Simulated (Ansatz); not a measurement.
An input for Ansatz 0.2.0 (SrTiO3 (Tausonite)):

```yaml
crystal:
  lattice:
    - [3.90528, 0.0, 0.0]
    - [0.0, 3.90528, 0.0]
    - [0.0, 0.0, 3.90528]
  atoms:
    - { symbol: Sr, position: [0.5, 0.5, 0.5] }
    - { symbol: Ti, position: [0.0, 0.0, 0.0] }
    - { symbol: O, position: [0.5, 0.0, 0.0] }
    - { symbol: O, position: [0.0, 0.5, 0.0] }
    - { symbol: O, position: [0.0, 0.0, 0.5] }
kpoints:
  mp_grid: { grid: [6, 6, 6] }
hamiltonian:
  xc: pbe
  pseudopotentials: { kind: paw, azcp: { folder: soft_1 } }
scf:
  occupations: { method: fixed }
gw:
  n_empty_bands: 135
  ecut_chi: 100
  qp_bands: [v2, c2]
  qp_kpoints: band_edges
  screening: { model: contour_deformation }
```

```sh
ansatz run input.yaml --threads 2 --pin off --max-ram 73728MiB --backend cuda --events-out ev --progress --plain --runs-dir out --devices 1 --max-vram 13GiB
```

Q: How long will it take on 1 × NVIDIA H100 80GB HBM3 (shared by 6 runs) with 2 threads of AMD EPYC 7R13 (Zen 3), shared host, and how much memory?

It took 23 s; on shared hardware allow 11 s to 46 s. Peak host memory was 1.2 GiB. The sizes that set the cost: 1189 plane waves a state, 20 irreducible k points, 155 bands summed, 147 plane waves in the screening and 9 SCF cycles.

The screening grows as filled bands × empty bands × pairs of k points, times the square of the screening basis for the matrix.

[Paths, hosts, dates, memory and timing lines, banners, echoed tables and standing remarks are left out of the program output.]

[Logs are printed without paths, hosts, clocks, repeated set-up lines and the standing remarks that a program may print on its own settings, such as how far it seeks lower states.]

[Runs of the session that timed out or met a known fault of the program may be left out.]

[Cells called generated may have been cut or substituted from an entry of the Crystallography Open Database or the Materials Project.]

[Hosts, paths, dates, database ids (printed as entryN), source tags and the programs' standing remarks are cut or masked in the printed files.]
